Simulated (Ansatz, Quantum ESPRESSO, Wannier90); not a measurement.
# armchair graphene ribbon, 9 dimer lines: Wannier functions and conductance, part 5 of 6

Wanted: localised orbitals and the quantum conductance of this wire: armchair graphene ribbon, 9 dimer lines.

Quantum ESPRESSO 7.5 and Wannier90 3.1.0; plane-wave DFT, PBE, GBRV ultrasoft pseudopotentials; cross-check by Ansatz 0.2.0 with PAW datasets.

So far. Step 6 (Wannier functions and transport): Bands and channels are those of the Wannier model: bands that were not projected, and all outside the frozen window, are missing or only approximate. Step 6 (Wannier functions and transport): At least 2 of the functions sit far from every atom, off the bonds: the outer window has let in states of the vacuum, so the basis is not the atomic one that was projected.

## 9. Localisation, bands and conductance, with dis_froz_max − E_F = 0.0

Level of this step: maximally localised Wannier functions and ballistic conductance; plane-wave DFT, PBE, GBRV ultrasoft pseudopotentials (Wannier90).

A sensitivity test on the input.

Contents of wan_w.win:

```
num_wann = 18
num_bands = 62
num_iter = 200
num_print_cycles = 20
conv_tol = 1e-8
conv_window = 5
guiding_centres = true
dis_num_iter = 1500
dis_conv_tol = 1e-8
dis_win_min = -10.5315
dis_win_max = 10.4685
dis_froz_max = -1.5315
dis_froz_min = -3.5315
search_shells = 120
fermi_energy = -1.5315

transport = true
transport_mode = bulk
one_dim_axis = z
dist_cutoff = 16.94
dist_cutoff_mode = one_dim
tran_win_min = -4.0
tran_win_max = 2.0
tran_energy_step = 0.02

bands_plot = true
bands_num_points = 96
begin kpoint_path
G 0.0 0.0 0.0 Z 0.0 0.0 0.5
end kpoint_path

begin projections
C:py
end projections

begin unit_cell_cart
ang
  19.7259839672 0.0000000000 0.0000000000
  0.0000000000 9.0000000000 0.0000000000
  0.0000000000 0.0000000000 4.2600000000
end unit_cell_cart

begin atoms_frac
  C  -0.1870258150 0.0000000000 0.0000000000
  C  -0.0623419380 0.0000000000 0.0000000000
  C  0.0623419380 0.0000000000 0.0000000000
  C  0.1870258150 0.0000000000 0.0000000000
  H  -0.2972217760 0.0000000000 0.0387323944
  H  0.2972217760 0.0000000000 0.0387323944
  C  -0.2493677530 0.0000000000 0.1666666667
  C  -0.1246838760 0.0000000000 0.1666666667
  C  0.0000000000 0.0000000000 0.1666666667
  C  0.1246838760 0.0000000000 0.1666666667
  C  0.2493677530 0.0000000000 0.1666666667
  C  -0.2493677530 0.0000000000 0.5000000000
  C  -0.1246838760 0.0000000000 0.5000000000
  C  0.0000000000 0.0000000000 0.5000000000
  C  0.1246838760 0.0000000000 0.5000000000
  C  0.2493677530 0.0000000000 0.5000000000
  H  -0.2972217760 0.0000000000 0.6279342723
  H  0.2972217760 0.0000000000 0.6279342723
  C  -0.1870258150 0.0000000000 0.6666666667
  C  -0.0623419380 0.0000000000 0.6666666667
  C  0.0623419380 0.0000000000 0.6666666667
  C  0.1870258150 0.0000000000 0.6666666667
end atoms_frac

mp_grid = 1 1 8
begin kpoints
  0.0 0.0 0.0000000000
  0.0 0.0 0.1250000000
  0.0 0.0 0.2500000000
  0.0 0.0 0.3750000000
  0.0 0.0 0.5000000000
  0.0 0.0 0.6250000000
  0.0 0.0 0.7500000000
  0.0 0.0 0.8750000000
end kpoints
```

On the command line:

```console
$ OMP_NUM_THREADS=1 wannier90.x wan_w > wan_w.run.log
```

Log:

```text
[banner, memory and clock lines left out]
+---------------------------------------------------+
             |                                                   |
             |                   WANNIER90                       |
             |                                                   |
             +---------------------------------------------------+
             |                                                   |
             |        Welcome to the Maximally-Localized         |
             |        Generalized Wannier Functions code         |
             |                             |
             |                                                   |
             |                                                   |
             |  Wannier90 Developer Group:                       |
             |    Giovanni Pizzi    (EPFL)                       |
             |    Valerio Vitale    (Cambridge)                  |
             |    David Vanderbilt  (Rutgers University)         |
             |    Nicola Marzari    (EPFL)                       |
             |    Ivo Souza         (Universidad del Pais Vasco) |
             |    Arash A. Mostofi  (Imperial College London)    |
             |    Jonathan R. Yates (University of Oxford)       |
             |                                                   |
             |  For the full list of Wannier90 3.x authors,      |
             |  please check the code documentation and the      |
             |  README on the GitHub page of the code            |
             |                                                   |
             |                                                   |
             |                                                   |
             |  [ref] "Wannier90 as a community code:            |
             |        new features and applications",            |
             |        165902 (2020).                             |
             |            |
             |                                                   |
             |  in any publications arising from the use of      |
             |                                                   |
             |  [ref] "Maximally Localized Generalised Wannier   |
             |         Functions for Composite Energy Bands"     |
             |         N. Marzari and D. Vanderbilt              |
             |         Phys. Rev. B 56 12847 (1997)              |
             |                                                   |
             |  [ref] "Maximally Localized Wannier Functions     |
             |         for Entangled Energy Bands"               |
             |         I. Souza, N. Marzari and D. Vanderbilt    |
             |         Phys. Rev. B 65 035109 (2001)             |
             |                                                   |
             |                                                   |
             | Copyright (c) 1996-2020                           |
             |        The Wannier90 Developer Group and          |
             |        individual contributors                    |
             |                                                   |
             |      Release: 3.1.0        5th March    2020      |
             |                                                   |
             | This program is free software; you can            |
             | redistribute it and/or modify it under the terms  |
             | of the GNU General Public License as published by |
             | the Free Software Foundation; either version 2 of |
             | the License, or (at your option) any later version|
             |                                                   |
             | This program is distributed in the hope that it   |
             | will be useful, but WITHOUT ANY WARRANTY; without |
             | even the implied warranty of MERCHANTABILITY or   |
             | FITNESS FOR A PARTICULAR PURPOSE. See the GNU     |
             | General Public License for more details.          |
             |                                                   |
             | You should have received a copy of the GNU General|
             | Public License along with this program; if not,   |
             | write to the Free Software Foundation, Inc.,      |
             | 675 Mass Ave, Cambridge, MA 02139, USA.           |
             |                                                   |
             +---------------------------------------------------+
[date or host left out]
             +---------------------------------------------------+

 ******************************************************************************
 * -> Using CODATA 2006 constant values                                       *
 *    (                      *
 * -> Using Bohr value from CODATA                                            *
 ******************************************************************************

 Running in serial (with parallel executable)

                                    ------
                                    SYSTEM
                                    ------

                              Lattice Vectors (Ang)
                    a_1    19.725984   0.000000   0.000000
                    a_2     0.000000   9.000000   0.000000
                    a_3     0.000000   0.000000   4.260000

                   Unit Cell Volume:     756.29423  (Ang^3)

                        Reciprocal-Space Vectors (Ang^-1)
                    b_1     0.318523   0.000000   0.000000
                    b_2     0.000000   0.698132   0.000000
                    b_3     0.000000   0.000000   1.474926

 *----------------------------------------------------------------------------*
 |   Site       Fractional Coordinate          Cartesian Coordinate (Ang)     |
 +----------------------------------------------------------------------------+
 | C    1  -0.18703   0.00000   0.00000   |   -3.68927   0.00000   0.00000    |
 | C    2  -0.06234   0.00000   0.00000   |   -1.22976   0.00000   0.00000    |
 | C    3   0.06234   0.00000   0.00000   |    1.22976   0.00000   0.00000    |
 | C    4   0.18703   0.00000   0.00000   |    3.68927   0.00000   0.00000    |
 | C    5  -0.24937   0.00000   0.16667   |   -4.91902   0.00000   0.71000    |
 | C    6  -0.12468   0.00000   0.16667   |   -2.45951   0.00000   0.71000    |
 | C    7   0.00000   0.00000   0.16667   |    0.00000   0.00000   0.71000    |
 | C    8   0.12468   0.00000   0.16667   |    2.45951   0.00000   0.71000    |
 | C    9   0.24937   0.00000   0.16667   |    4.91902   0.00000   0.71000    |
[...]
WF centre and spread   10  ( -4.864695,  0.036342,  2.174269 )     3.23509436
  WF centre and spread   11  ( -2.129515,  0.148131,  2.038827 )     8.91582861
  WF centre and spread   12  (  0.021253,  0.074669,  2.112887 )     7.30965605
  WF centre and spread   13  (  2.122606,  0.149438,  2.078504 )     9.03447758
  WF centre and spread   14  (  4.864805,  0.035256,  2.182347 )     3.29508218
  WF centre and spread   15  ( -3.426282,  0.060880,  2.799779 )     6.40124432
  WF centre and spread   16  ( -1.253452,  0.092602,  2.757995 )     8.01320870
[...]
Sum of centres and spreads (  0.047495,  1.477737, 27.897032 )   120.69369304

      0     0.121E+03     0.0000000000      120.6936930419       4.86  <-- CONV
        O_D=      2.8233195 O_OD=     80.3713629 O_TOT=    120.6936930 <-- SPRD
 Cycle:      1
[...]
Sum of centres and spreads (  0.019407,  1.526398, 29.275227 )   107.95003461

      1    -0.127E+02    14.2910102558      107.9500346131       4.87  <-- CONV
        O_D=      2.3645687 O_OD=     68.0864552 O_TOT=    107.9500346 <-- SPRD
 Delta: O_D= -0.4587508E+00 O_OD= -0.1228491E+02 O_TOT= -0.1274366E+02 <-- DLTA
 Cycle:     20
[...]
Sum of centres and spreads ( -0.006672,  3.639790, 25.624626 )    49.60131953

     20    -0.125E+01     5.1325023894       49.6013195302       4.90  <-- CONV
        O_D=      0.1500286 O_OD=     11.9522802 O_TOT=     49.6013195 <-- SPRD
 Delta: O_D= -0.7668667E-01 O_OD= -0.1169463E+01 O_TOT= -0.1246149E+01 <-- DLTA
 Cycle:     40
[...]
Sum of centres and spreads ( -0.013117,  5.602115, 25.558538 )    41.84669027

     40    -0.140E+00     2.0728270126       41.8466902690       4.94  <-- CONV
        O_D=      0.1149335 O_OD=      4.2327461 O_TOT=     41.8466903 <-- SPRD
 Delta: O_D=  0.5603372E-02 O_OD= -0.1460440E+00 O_TOT= -0.1404406E+00 <-- DLTA
 Cycle:     60
[...]
Sum of centres and spreads ( -0.016398,  5.636534, 25.559298 )    41.59577492

     60    -0.247E-03     0.1024505744       41.5957749170       4.97  <-- CONV
        O_D=      0.1117268 O_OD=      3.9850374 O_TOT=     41.5957749 <-- SPRD
 Delta: O_D=  0.2788404E-03 O_OD= -0.5258963E-03 O_TOT= -0.2470559E-03 <-- DLTA
 Cycle:     80
[...]
Sum of centres and spreads ( -0.015931,  5.636987, 25.560093 )    41.59472993

     80    -0.366E-05     0.0092685926       41.5947299296       5.01  <-- CONV
        O_D=      0.1122622 O_OD=      3.9834570 O_TOT=     41.5947299 <-- SPRD
 Delta: O_D= -0.3901247E-04 O_OD=  0.3535421E-04 O_TOT= -0.3658262E-05 <-- DLTA
 Cycle:    100
[...]
Sum of centres and spreads ( -0.015909,  5.637000, 25.560219 )    41.59471183

    100    -0.106E-06     0.0014495654       41.5947118295       5.05  <-- CONV
        O_D=      0.1122763 O_OD=      3.9834249 O_TOT=     41.5947118 <-- SPRD
 Delta: O_D=  0.2477846E-05 O_OD= -0.2584065E-05 O_TOT= -0.1062195E-06 <-- DLTA

 Writing checkpoint file wan_w.chk... done

             <<<     Delta < 1.000E-08  over  5 iterations     >>>
             <<< Wannierisation convergence criteria satisfied >>>

 Final State
[...]
WF centre and spread   11  ( -2.624987,  2.861013,  3.550057 )     6.20048681
  WF centre and spread   12  ( -0.000094,  0.002373,  2.089173 )     1.89147300
  WF centre and spread   13  (  2.444362,  0.002527,  1.420404 )     2.43536736
  WF centre and spread   14  (  4.914437, -0.001520,  2.161500 )     1.47462037
  WF centre and spread   15  ( -3.509787, -0.010667,  2.734989 )     1.74410444
  WF centre and spread   16  ( -1.411377, -0.010696,  2.704190 )     1.91641059
  WF centre and spread   17  (  1.411095, -0.010830,  2.704388 )     1.91652628
  WF centre and spread   18  (  3.509947, -0.010554,  2.735071 )     1.74406128
  Sum of centres and spreads ( -0.015908,  5.636989, 25.560237 )    41.59471142

         Spreads (Ang^2)       Omega I      =    37.499010666
        ================       Omega D      =     0.112265624
                               Omega OD     =     3.983435135
    Final Spread (Ang^2)       Omega Total  =    41.594711425
 Time for wannierise            0.217 (sec)

 Writing checkpoint file wan_w.chk... done

 *---------------------------------------------------------------------------*
 |                               PLOTTING                                    |
 *---------------------------------------------------------------------------*

 Translated centres
    translation centre in fractional coordinate:  0.000000  0.000000  0.333333
  WF centre     1  ( -3.509940, -0.010669,  0.104902 )
  WF centre     2  ( -1.411073, -0.010694,  0.135613 )
  WF centre     3  (  1.411386, -0.010837,  0.135815 )
  WF centre     4  (  3.509781, -0.010555,  0.105052 )
  WF centre     5  ( -4.914456, -0.001598,  0.678462 )
  WF centre     6  ( -2.444355,  0.002488,  1.419606 )
  WF centre     7  (  0.000077,  0.002374,  0.750851 )
  WF centre     8  (  2.609096,  2.857959, -0.709874 )
  WF centre     9  (  4.914402, -0.001526,  0.678458 )
  WF centre    10  ( -4.914422, -0.001600,  2.161579 )
  WF centre    11  ( -2.624987,  2.861013, -0.709943 )
  WF centre    12  ( -0.000094,  0.002373,  2.089173 )
  WF centre    13  (  2.444362,  0.002527,  1.420404 )
  WF centre    14  (  4.914437, -0.001520,  2.161500 )
  WF centre    15  ( -3.509787, -0.010667,  2.734989 )
  WF centre    16  ( -1.411377, -0.010696,  2.704190 )
  WF centre    17  (  1.411095, -0.010830,  2.704388 )
  WF centre    18  (  3.509947, -0.010554,  2.735071 )

 Calculating interpolated band-structure

 Time to calculate interpolated band structure       0.021 (sec)

 Time for plotting              0.023 (sec)

 *---------------------------------------------------------------------------*
 |                              TRANSPORT                                    |
 *---------------------------------------------------------------------------*

 Calculation of Quantum Conductance and DoS: bulk mode

 Maximum imaginary part of the real-space Hamiltonian:     0.031448

     Maximum real part of the real-space Hamiltonian at each lattice point
            Lattice point R           Max |H_ij(R)|
                  -5                     0.000000
                  -4                     0.013682
                  -3                     0.025966
                  -2                     0.102565
                  -1                     2.292752
                   0                     2.895940
                   1                     2.292752
                   2                     0.102565
                   3                     0.025966
                   4                     0.013682
                   5                     0.000000

 Number of unit cells inside the principal layer:     4
 Number of Wannier Functions inside the principal layer:    72

 Calculating quantum conductance and density of states... done

 Time for transport             6.541 (sec)
 Total Execution Time          11.776 (sec)

 *===========================================================================*
 |                             TIMING INFORMATION                            |
 *===========================================================================*
 |    Tag                                                Ncalls      Time (s)|
 |---------------------------------------------------------------------------|
 |kmesh: get                                        :         1         0.008|
 |overlap: allocate                                 :         1         0.000|
 |overlap: read                                     :         1         0.104|
 |dis: main                                         :         1         4.876|
 |wann: main                                        :         1         0.217|
 |plot: main                                        :         1         0.023|
 |tran: main                                        :         1         6.541|
 *---------------------------------------------------------------------------*

 All done: wannier90 exiting
[key lines of the parts left out:]
|  Fermi energy (eV)                         :            -1.532             |
```

Wall time 12 s (1 MPI rank of Arm Neoverse V2, shared host); peak memory 0.09 GiB.

The total spread is 41.6 against 41.6 Å². Between −2 and 0.8 eV the channel count differs from the first run's at 0 % of the energies, and at the Fermi level it is 0 against 0.

## 10. Neighbour list from wannier90 -pp, with num_wann = 19

One more run, with a changed input.

Contents of wan_bad.win:

```
num_wann = 19
num_bands = 62
num_iter = 200
num_print_cycles = 20
conv_tol = 1e-8
conv_window = 5
guiding_centres = true
dis_num_iter = 1500
dis_conv_tol = 1e-8
dis_win_min = -10.5315
dis_win_max = 10.4685
dis_froz_max = -0.7315
dis_froz_min = -3.5315
search_shells = 120
fermi_energy = -1.5315

transport = true
transport_mode = bulk
one_dim_axis = z
dist_cutoff = 16.94
dist_cutoff_mode = one_dim
tran_win_min = -4.0
tran_win_max = 2.0
tran_energy_step = 0.02

bands_plot = true
bands_num_points = 96
begin kpoint_path
G 0.0 0.0 0.0 Z 0.0 0.0 0.5
end kpoint_path

begin projections
C:py
end projections

begin unit_cell_cart
ang
  19.7259839672 0.0000000000 0.0000000000
  0.0000000000 9.0000000000 0.0000000000
  0.0000000000 0.0000000000 4.2600000000
end unit_cell_cart

begin atoms_frac
  C  -0.1870258150 0.0000000000 0.0000000000
  C  -0.0623419380 0.0000000000 0.0000000000
  C  0.0623419380 0.0000000000 0.0000000000
  C  0.1870258150 0.0000000000 0.0000000000
  H  -0.2972217760 0.0000000000 0.0387323944
  H  0.2972217760 0.0000000000 0.0387323944
  C  -0.2493677530 0.0000000000 0.1666666667
  C  -0.1246838760 0.0000000000 0.1666666667
  C  0.0000000000 0.0000000000 0.1666666667
  C  0.1246838760 0.0000000000 0.1666666667
  C  0.2493677530 0.0000000000 0.1666666667
  C  -0.2493677530 0.0000000000 0.5000000000
  C  -0.1246838760 0.0000000000 0.5000000000
  C  0.0000000000 0.0000000000 0.5000000000
  C  0.1246838760 0.0000000000 0.5000000000
  C  0.2493677530 0.0000000000 0.5000000000
  H  -0.2972217760 0.0000000000 0.6279342723
  H  0.2972217760 0.0000000000 0.6279342723
  C  -0.1870258150 0.0000000000 0.6666666667
  C  -0.0623419380 0.0000000000 0.6666666667
  C  0.0623419380 0.0000000000 0.6666666667
  C  0.1870258150 0.0000000000 0.6666666667
end atoms_frac

mp_grid = 1 1 8
begin kpoints
  0.0 0.0 0.0000000000
  0.0 0.0 0.1250000000
  0.0 0.0 0.2500000000
  0.0 0.0 0.3750000000
  0.0 0.0 0.5000000000
  0.0 0.0 0.6250000000
  0.0 0.0 0.7500000000
  0.0 0.0 0.8750000000
end kpoints
```

On the command line:

```console
$ OMP_NUM_THREADS=1 wannier90.x -pp wan_bad > wan_bad.pp.log
```

Log:

```text
[MPI's abort notice left out]
[date or host left out]
 Exiting.......
 param_get_projections: too few projection functions defined
[the rest left out]
```

Elapsed: 0.46 s, on 1 MPI rank; peak memory 0.09 GiB.

The input was rejected at the start.

The fault put into the input: more Wannier functions than projections (num_wann = 19).

Each Wannier function needs a starting projection, or random ones must be asked for.

(Continued in part 6 of 6.)

[Logs are printed without paths, hosts, clocks, repeated set-up lines and the standing remarks that a program may print on its own settings, such as how far it seeks lower states.]

[Hosts, paths, dates, database ids (printed as entryN), source tags and the programs' standing remarks are cut or masked in the printed files.]

[Maps of the electrostatic potential energy from Ansatz leave out the sawtooth potential of an applied field or a dipole correction, so their vacuum need not be flat; planar profiles and work functions include it.]
